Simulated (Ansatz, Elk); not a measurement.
# Bonding as seen by X-rays: CdInH

Structure refinements treat a crystal as free atoms side by side. For a made-up structure of CdInH (cell and positions from a r2SCAN relaxation) the runs below show what the calculated density changes in F(hkl).

Main program and level: Elk 11.2.3 (patched build); DFT, PBE, all-electron APW+lo, Dirac cores, scalar-relativistic bands, static density, no spin.

The structure was built from a prototype and need not be the compound's stable phase.

### Step 1. Starting point

Symmetry: Pmma, No. 51, orthorhombic system. Conventional cell: a = 5.201 Å, b = 3.126 Å, c = 6.952 Å, α = 90.00°, β = 90.00°, γ = 90.00°. Nearest to In lie 4 In at 3.11 to 3.13 Å and 6 Cd at 3.27 to 3.32 Å and 4 H at 3.32 Å. Nearest to Cd lie 2 H at 1.91 Å and 2 Cd at 3.13 Å and 6 In at 3.27 to 3.32 Å. Nearest to H lie 2 Cd at 1.91 Å. Farther neighbours are not listed.

Structure file:

```cif
data_structure
_symmetry_space_group_name_H-M 'P 1'
_symmetry_Int_Tables_number 1
_cell_length_a 5.2008
_cell_length_b 3.1265
_cell_length_c 6.9517
_cell_angle_alpha 90.000
_cell_angle_beta 90.000
_cell_angle_gamma 90.000
_cell_volume 113.04
loop_
_atom_site_label
_atom_site_type_symbol
_atom_site_fract_x
_atom_site_fract_y
_atom_site_fract_z
_atom_site_occupancy
In1 In 0.25000 0.50000 0.62242 1
In2 In 0.75000 0.50000 0.37758 1
Cd3 Cd 0.25000 0.00000 0.20081 1
Cd4 Cd 0.75000 0.00000 0.79919 1
H5 H 0.00000 0.00000 0.00000 1
H6 H 0.50000 0.00000 0.00000 1
```

### Step 2. Ground state and structure factors

An all-electron density is needed, since X-rays see the cores too. Task 0 finds the density and task 195 Fourier-transforms it; tshift is off so that phases refer to the origin typed.

File elk.in:

```
tasks
  0
  195

xctype
  20

spinpol
  .false.

rgkmax
  7.0

gmaxvr
  14.0

lmaxo
  7

lmaxapw
  8

swidth
  0.002

tshift
  .false.

ramdisk
  .false.

hmaxvr
  5.5

maxscl
  120

epspot
  1e-06

sppath
  './'

avec
  9.82812508663 0.00000000000 0.00000000000
  0.00000000000 5.90816265145 0.00000000000
  0.00000000000 0.00000000000 13.13672953452

atoms
  3
  'In.in'
  2
  0.2500000000 0.5000000000 0.6224175650   0.000000 0.000000 0.000000
  0.7500000000 0.5000000000 0.3775824350   0.000000 0.000000 0.000000
  'Cd.in'
  2
  0.2500000000 0.0000000000 0.2008077032   0.000000 0.000000 0.000000
  0.7500000000 -0.0000000000 0.7991922968   0.000000 0.000000 0.000000
  'H.in'
  2
  0.0000000000 -0.0000000000 0.0000000000   0.000000 0.000000 0.000000
  0.5000000000 -0.0000000000 0.0000000000   0.000000 0.000000 0.000000

ngridk
  5 7 4
```

On the command line:

```
$ OMP_NUM_THREADS=4 elk
```

Numbers of over 12 decimals in the logs are rounded to 6 here.

What it wrote:

```text
┌─────────────────────────┐
│ Elk code version 11.2.3 │
└─────────────────────────┘

All units are atomic (Hartree, Bohr, etc.)

┌─────────────────────────────────────────────────┐
│ Ground-state run starting from atomic densities │
└─────────────────────────────────────────────────┘

Lattice vectors :
   9.828125087       0.000000000       0.000000000
   0.000000000       5.908162651       0.000000000
   0.000000000       0.000000000       13.13672953

Reciprocal lattice vectors :
  0.6393066075       0.000000000       0.000000000
   0.000000000       1.063475344       0.000000000
   0.000000000       0.000000000      0.4782914416

Unit cell volume      :    762.7994597
Brillouin zone volume :   0.3251840445

Muffin-tin inner radius fraction :   0.1000000000E-01

Nuclei treated as point charges

Species : 1 (In)
 parameters loaded from : In.in
 name : indium
 nuclear charge    :   -49.00000000
 electronic charge :    49.00000000
 atomic mass :    209300.4102
 muffin-tin radius :    2.600000000
 number of radial points in muffin-tin :   1193
 inner part over the whole radius :   0.9943151076E-02
 number on inner part of muffin-tin    :    850
 approximate nuclear radius :   0.8768807633E-04
 number of mesh points to nuclear radius :    427
 atomic positions (lattice), magnetic fields (Cartesian) :
  1 :   0.25000000  0.50000000 -0.37758243    0.00000000  0.00000000  0.00000000
  2 :  -0.25000000  0.50000000  0.37758243    0.00000000  0.00000000  0.00000000

Species : 2 (Cd)
 parameters loaded from : Cd.in
 name : cadmium
 nuclear charge    :   -48.00000000
 electronic charge :    48.00000000
 atomic mass :    204912.7176
 muffin-tin radius :    2.310731256
 number of radial points in muffin-tin :   1193
 inner part over the whole radius :   0.9912383078E-02
 number on inner part of muffin-tin    :    847
 approximate nuclear radius :   0.8708852602E-04
 number of mesh points to nuclear radius :    429
 atomic positions (lattice), magnetic fields (Cartesian) :
  1 :   0.25000000  0.00000000  0.20080770    0.00000000  0.00000000  0.00000000
  2 :  -0.25000000  0.00000000 -0.20080770    0.00000000  0.00000000  0.00000000

Species : 3 (H)
 parameters loaded from : H.in
 name : hydrogen
 nuclear charge    :   -1.000000000
 electronic charge :    1.000000000
 atomic mass :    1837.362221
 muffin-tin radius :    1.244239907
 number of radial points in muffin-tin :    393
 inner part over the whole radius :   0.9769681455E-02
 number on inner part of muffin-tin    :    257
 approximate nuclear radius :   0.2766748019E-04
 number of mesh points to nuclear radius :     78
 atomic positions (lattice), magnetic fields (Cartesian) :
  1 :   0.00000000  0.00000000  0.00000000    0.00000000  0.00000000  0.00000000
  2 :   0.50000000  0.00000000  0.00000000    0.00000000  0.00000000  0.00000000

Total number of atoms per unit cell :    6
Total muffin-tin volume :    266.7450896
 ratio of muffin-tin to unit cell volume :   0.3496922897

Spin treatment :
 spin-unpolarised

Number of Bravais lattice symmetries :    8
Number of crystal symmetries         :    8
Crystal has inversion symmetry
Real symmetric eigensolver will be used

k-point grid :      5     7     4
k-point offset :    0.000000000       0.000000000       0.000000000
k-point set is reduced with full crystal symmetry group
Total number of k-points :       36

Muffin-tin radius times maximum |G+k| :    7.000000000
 using average radius
Maximum |G+k| for APW functions       :    3.411876261
Maximum (1/2)|G+k|²                   :    5.820449811
Maximum |G| for potential and density :    14.00000000
Constant for pseudocharge density :    9
 order of it for each species :   16  16  15
 order of it for pair densities of each species (exact exchange by exxq0 0: 17) :   15  12   3
Radial integration step length :    1

G-vector grid sizes :     45    27    60
Number of G-vectors :    35275

Maximum angular momentum used for
 APW functions            :    8
 outer part of muffin-tin :    7
[...]
interstitial                :    8.290284942
 muffin-tins (core leakage)
  species : 1 (In)
   atom 1                    :    47.25478238     (  0.1313530671E-03)
   atom 2                    :    47.25478238     (  0.1313530671E-03)
  species : 2 (Cd)
[...]
species : 3 (H)
   atom 1                    :   0.7286994584     (   0.000000000    )
   atom 2                    :   0.7286994584     (   0.000000000    )
 total in muffin-tins        :    187.7097151
 total calculated charge     :    195.9977043
 total charge                :    196.0000000
 error                       :   0.2295680101E-02

RMS change in Kohn-Sham potential (target) :    46.78438368     (  0.1000000000E-05)
Absolute change in total energy (target)   :   0.9487550622     (  0.1000000000E-03)

[... loops 3 to 21 left out ...]

┌──────────────────┐
│ Loop number : 22 │
└──────────────────┘

Energies :
 Fermi                       :     0.196343
 sum of occupied eigenvalues :     -13809.484479147
 electron kinetic            :      24097.003697526
 core electron kinetic       :      23304.249864907
 Coulomb                     :     -46426.437322575
 Coulomb potential           :     -37084.168712337
 nuclear-nuclear             :     -2290.6059818266
 electron-nuclear            :     -51235.759776785
 Hartree                     :      7099.9284360369
 Madelung                    :     -27884.352966406
 xc potential                :     -822.31946433574
 exchange                    :     -619.75874096341
 correlation                 :     -10.473547545900
 electron entropic           :    -0.68793444620932E-03
 total energy                :     -22959.666601492

Density of states at Fermi energy :    49.91488952
 (states/Hartree/unit cell)

Estimated indirect band gap :   0.3448282532E-02
 from k-point 34 to k-point 7
Estimated direct band gap   :   0.6761335476E-02
 at k-point 12

Charges :
 core                        :    120.0000000
 valence                     :    76.00000000
 interstitial                :    8.106955895
 muffin-tins (core leakage)
  species : 1 (In)
[...]
species : 2 (Cd)
[...]
species : 3 (H)
   atom 1                    :   0.6247352210     (   0.000000000    )
   atom 2                    :   0.6247352210     (   0.000000000    )
 total in muffin-tins        :    187.8930441
 total calculated charge     :    195.9977519
 total charge                :    196.0000000
 error                       :   0.2248097547E-02

RMS change in Kohn-Sham potential (target) :   0.4017772173E-06 (  0.1000000000E-05)
Absolute change in total energy (target)   :   0.2087137545E-05 (  0.1000000000E-03)

Convergence targets achieved

┌──────────────────┐
│ Loop number : 23 │
└──────────────────┘

Energies :
 Fermi                       :     0.196343
 sum of occupied eigenvalues :     -13809.484479381
 electron kinetic            :      24097.003697449
 core electron kinetic       :      23304.249864879
 Coulomb                     :     -46426.437322642
 Coulomb potential           :     -37084.168712386
 nuclear-nuclear             :     -2290.6059818266
 electron-nuclear            :     -51235.759776874
 Hartree                     :      7099.9284360586
 Madelung                    :     -27884.352966449
 xc potential                :     -822.31946444327
 exchange                    :     -619.75874096459
 correlation                 :     -10.473547545899
 electron entropic           :    -0.68793444583095E-03
 total energy                :     -22959.666601638

Density of states at Fermi energy :    49.91488952
 (states/Hartree/unit cell)

Estimated indirect band gap :   0.3448282500E-02
 from k-point 34 to k-point 7
Estimated direct band gap   :   0.6761335443E-02
 at k-point 12

Charges :
 core                        :    120.0000000
 valence                     :    76.00000000
 interstitial                :    8.106955896
 muffin-tins (core leakage)
  species : 1 (In)
[...]
atom 2                    :    47.31202758     (  0.1280200441E-03)
  species : 2 (Cd)
   atom 1                    :    46.00975925     (  0.1115324716E-02)
   atom 2                    :    46.00975925     (  0.1115324716E-02)
  species : 3 (H)
   atom 1                    :   0.6247352210     (   0.000000000    )
   atom 2                    :   0.6247352210     (   0.000000000    )
 total in muffin-tins        :    187.8930441
 total calculated charge     :    195.9977519
 total charge                :    196.0000000
 error                       :   0.2248097546E-02

┌──────────────────────────────┐
│ Self-consistent loop stopped │
└──────────────────────────────┘

Warning : core states of species 1 leak from the muffin-tin :   0.1280200441E-03

Warning : core states of species 2 leak from the muffin-tin :   0.1115324716E-02

Wrote STATE.OUT
```

Elapsed: 63 s, on 4 threads of AMD EPYC 7B13 (Zen 3), shared host; peak memory 0.24 GiB; 3.4 min of CPU time.

SFACRHO.OUT:

```text

h k l indices transformed by vhmat matrix:
   1.000000000       0.000000000       0.000000000    
   0.000000000       1.000000000       0.000000000    
   0.000000000       0.000000000       1.000000000    

      h      k      l  multipl.   |H|            Re(F)            Im(F)           |F|

      0      0      0      1   0.0000000       196.00000      0.11657886E-15   196.00000    
      0      0      1      2  0.47829144      -37.679321      0.31772775E-13   37.679321    
     -1      0      0      2  0.63930661      0.10772051E-13 -0.16671231E-16  0.10772063E-13
     -1      0      1      2  0.79842072       21.371900      0.26457330E-13   21.371900    
     -1      0     -1      2  0.79842072      -21.371900      0.21146532E-13   21.371900    
      0      0      2      2  0.95658288      -64.459172      0.10602416E-13   64.459172    
      0     -1      0      2   1.0634753      0.37840289E-01 -0.99581477E-14  0.37840289E-01
      1      0     -2      2   1.1505493       129.17554      0.74115634E-13   129.17554    
     -1      0     -2      2   1.1505493      -129.17554     -0.74134821E-13   129.17554    
      0     -1     -1      4   1.1660800       84.880940      0.26479016E-13   84.880940    
     -1      1      0      4   1.2408436     -0.20675721E-15 -0.53074637E-14  0.53114894E-14
      2      0      0      2   1.2786132      -157.20813     -0.34497577E-16   157.20813    
     -1      1      1      4   1.3298329       128.92174     -0.26470582E-13   128.92174    
      1      1      1      4   1.3298329      -128.92174      0.37088337E-13   128.92174    
      2      0     -1      2   1.3651427       34.196239      0.26398737E-13   34.196239    
     -2      0     -1      2   1.3651427       34.196239      0.26544642E-13   34.196239    
      0      1     -2      4   1.4303953      -63.194144      0.25454807E-17   63.194144    
      0      0     -3      2   1.4348743      -7.4261475      0.68812964E-13   7.4261475
```

Elk indexes on the primitive cell of elk.in and gives |H| = 4π sin θ/λ in inverse bohr. Below, one row stands for each form hkl of the conventional cell (m members, Friedel mates merged), F is for one primitive cell and the density is static (no thermal factor). Free-atom factors are Waasmaier and Kirfel's, and R is Σm||F|−|F'||/Σm|F|.

| hkl | m | sin θ/λ (Å⁻¹) | abs F, DFT | neutral atoms | diff. |
| --- | --- | --- | --- | --- | --- |
| 001 | 2 | 0.072 | 37.679 | 37.671 | +0.008 |
| 100 | 2 | 0.096 | 0.000 | 0.000 | +0.000 |
| 101 | 4 | 0.120 | 21.372 | 21.486 | -0.114 |
| 002 | 2 | 0.144 | 64.459 | 64.814 | -0.354 |
| 010 | 2 | 0.160 | 0.038 | 0.145 | -0.108 |
| 102 | 4 | 0.173 | 129.175 | 129.419 | -0.244 |
| 011 | 4 | 0.175 | 84.881 | 84.748 | +0.133 |
| 110 | 4 | 0.187 | 0.000 | 0.000 | +0.000 |
| 200 | 2 | 0.192 | 157.208 | 157.966 | -0.758 |
| 111 | 8 | 0.200 | 128.922 | 129.320 | -0.398 |
| 201 | 4 | 0.205 | 34.196 | 33.958 | +0.238 |
| 012 | 4 | 0.215 | 63.194 | 63.630 | -0.436 |
| 003 | 2 | 0.216 | 7.426 | 7.884 | -0.458 |
| 112 | 8 | 0.236 | 32.367 | 32.436 | -0.069 |
| 103 | 4 | 0.236 | 99.569 | 99.782 | -0.213 |
| 202 | 4 | 0.240 | 57.942 | 57.930 | +0.013 |
| 210 | 4 | 0.250 | 2.405 | 2.233 | +0.172 |
| 211 | 8 | 0.260 | 72.618 | 72.917 | -0.299 |
| 013 | 4 | 0.269 | 103.063 | 103.336 | -0.273 |
| 113 | 8 | 0.285 | 10.773 | 10.757 | +0.016 |
| 004 | 2 | 0.288 | 46.361 | 46.462 | -0.101 |
| 300 | 2 | 0.288 | 0.000 | 0.000 | +0.000 |

### Step 3. The highest occupied states alone

An energy window below the Fermi level keeps the highest occupied states, to see at which angles they scatter; shallow core shells can lie inside it and anion s states outside. No new self-consistency is needed.

Changes to elk.in since step 2:

```diff
@@ -1,3 +1,2 @@
 tasks
-  0
   195
@@ -40,2 +39,5 @@
 
+wsfac
+  -0.244650 0.496340
+
 sppath
```

On the command line:

```
$ OMP_NUM_THREADS=4 elk
```

What it wrote:

```text
┌─────────────────────────────────┐
│ Elk code version 11.2.3 started │
└─────────────────────────────────┘

Info(readinput): the functional depends on the density's gradient
 muffin-tin radial points multiplied by    2.00000
 (not where nrmtscf is given)

┌────────────────────┐
│ Current task : 195 │
└────────────────────┘
Info(checkmt): changed muffin-tin radius of species 2 (Cd) from   2.6000 to   2.3107
Info(checkmt): changed muffin-tin radius of species 3 (H) from   1.4000 to   1.2442

Info(sfacrho): density structure factors written to SFACRHO.OUT

 Energy window :  -0.2446500000      0.4963400000

┌──────────────────┐
│ Elk code stopped │
└──────────────────┘
```

Elapsed: 11 s, on 4 threads; peak memory 0.17 GiB; 14 s of CPU time.

States within 12 eV below the Fermi level hold 32.00 electrons; any levels below the window count with the cores. Their amplitudes can exceed the total, where window and core parts have opposite phase:

| hkl | sin θ/λ (Å⁻¹) | abs F, window | abs F, all |
| --- | --- | --- | --- |
| 001 | 0.072 | 5.339 | 37.679 |
| 100 | 0.096 | 0.000 | 0.000 |
| 101 | 0.120 | 15.117 | 21.372 |
| 002 | 0.144 | 11.065 | 64.459 |
| 010 | 0.160 | 14.859 | 0.038 |
| 102 | 0.173 | 8.273 | 129.175 |
| 011 | 0.175 | 5.769 | 84.881 |
| 110 | 0.187 | 0.000 | 0.000 |
| 200 | 0.192 | 10.748 | 157.208 |
| 111 | 0.200 | 10.841 | 128.922 |

### Step 4. Another functional

The difference from free atoms is small, so it is set against the change that LDA (Perdew-Wang) makes.

Changes to elk.in since step 3:

```diff
@@ -1,2 +1,3 @@
 tasks
+  0
   195
@@ -4,3 +5,3 @@
 xctype
-  20
+  3
 
@@ -39,5 +40,2 @@
 
-wsfac
-  -0.244650 0.496340
-
 sppath
```

On the command line:

```
$ OMP_NUM_THREADS=4 elk
```

What it wrote:

```text
┌─────────────────────────┐
│ Elk code version 11.2.3 │
└─────────────────────────┘

All units are atomic (Hartree, Bohr, etc.)

┌─────────────────────────────────────────────────┐
│ Ground-state run starting from atomic densities │
└─────────────────────────────────────────────────┘

Lattice vectors :
   9.828125087       0.000000000       0.000000000
   0.000000000       5.908162651       0.000000000
   0.000000000       0.000000000       13.13672953

Reciprocal lattice vectors :
  0.6393066075       0.000000000       0.000000000
[...]
species : 3 (H)
   atom 1                    :   0.5967298116     (   0.000000000    )
   atom 2                    :   0.5967298116     (   0.000000000    )
 total in muffin-tins        :    187.8884935
 total calculated charge     :    195.9977065
 total charge                :    196.0000000
 error                       :   0.2293510700E-02

┌──────────────────────────────┐
│ Self-consistent loop stopped │
└──────────────────────────────┘

Warning : core states of species 1 leak from the muffin-tin :   0.1260003782E-03

Warning : core states of species 2 leak from the muffin-tin :   0.1134126816E-02

Wrote STATE.OUT
[key lines of the parts left out:]
total energy                :     -22939.277858994
```

Wall time 33 s (4 threads); peak memory 0.2 GiB; 1.8 min of CPU time.

Against the first run R = 0.04 %; the largest change is -0.104 at 020.

### Step 5. Basis size

A smaller basis shows how fast F responds to it; the change is likely larger than the basis error of the first run, but doesn't show convergence.

Changes to elk.in since step 4:

```diff
@@ -5,3 +5,3 @@
 xctype
-  3
+  20
 
@@ -11,3 +11,3 @@
 rgkmax
-  7.0
+  5.5
```

On the command line:

```
$ OMP_NUM_THREADS=4 elk
```

What it wrote:

```text
┌─────────────────────────┐
│ Elk code version 11.2.3 │
└─────────────────────────┘

All units are atomic (Hartree, Bohr, etc.)

┌─────────────────────────────────────────────────┐
│ Ground-state run starting from atomic densities │
└─────────────────────────────────────────────────┘

Lattice vectors :
   9.828125087       0.000000000       0.000000000
   0.000000000       5.908162651       0.000000000
   0.000000000       0.000000000       13.13672953

Reciprocal lattice vectors :
  0.6393066075       0.000000000       0.000000000
[...]
species : 3 (H)
   atom 1                    :   0.6146797785     (   0.000000000    )
   atom 2                    :   0.6146797785     (   0.000000000    )
 total in muffin-tins        :    187.7512199
 total calculated charge     :    195.9975776
 total charge                :    196.0000000
 error                       :   0.2422366796E-02

┌──────────────────────────────┐
│ Self-consistent loop stopped │
└──────────────────────────────┘

Warning : core states of species 1 leak from the muffin-tin :   0.1280275937E-03

Warning : core states of species 2 leak from the muffin-tin :   0.1112900322E-02

Wrote STATE.OUT
[key lines of the parts left out:]
total energy                :     -22959.523643941
```

Wall time 46 s (4 threads); peak memory 0.23 GiB; 2.3 min of CPU time.

Against the first run R = 0.03 %; the largest change is +0.065 at 220.

### Step 6. Settings against the effect

| run | R against the first run (%) | R against neutral atoms, low angle (%) | wall time |
| --- | --- | --- | --- |
| PBE, rgkmax 7 | 0.00 | 0.32 | 63 s |
| LDA (Perdew-Wang) | 0.04 | 0.32 | 33 s |
| rgkmax 5.5 | 0.03 | 0.33 | 46 s |

### Step 7. Summary of results

| Item | Value |
| --- | --- |
| R against neutral atoms, sin θ/λ < 0.3 Å⁻¹ | 0.32 % |
| R against neutral atoms, 0.3 to 0.60 Å⁻¹ | 0.15 % |

In words: Independent neutral atoms miss the calculated amplitudes by R = 0.32 % below 0.3 Å⁻¹ and 0.15 % from there to 0.60 Å⁻¹; by shells, 0.41 % below 0.15 Å⁻¹ (3 forms), 0.32 % 0.15 to 0.3 (19 forms), 0.10 % 0.3 to 0.45 (42 forms), 0.17 % above 0.45 (74 forms). Bonding, aspherical density and the tables' own atoms all enter these figures, and the runs don't part them. The largest change of an amplitude is -0.76 electrons, at 200. R counts amplitudes alone; phases shift too. Weak lines can change much in proportion: 010 goes from 0.15 to 0.04. The window's part falls from 32.0 electrons at the origin to at most 1.00 between 0.45 and 0.60 Å⁻¹, where compact states inside the window still scatter. Below 0.3 Å⁻¹ the changes that finished (LDA (Perdew-Wang) and rgkmax 5.5) move F by R = 0.06 % at most, against the 0.32 % that separates it from free atoms. The k-mesh has no finished test. Part of the difference isn't bonding: the tables are fits to free atoms and ions calculated by other methods than this functional. Thermal motion, anomalous dispersion and extinction are left out.

[Logs are printed without paths, hosts, clocks, repeated set-up lines and the standing remarks that a program may print on its own settings, such as how far it seeks lower states.]

[Hosts, paths, dates, database ids (printed as entryN), source tags and the programs' standing remarks are cut or masked in the printed files.]
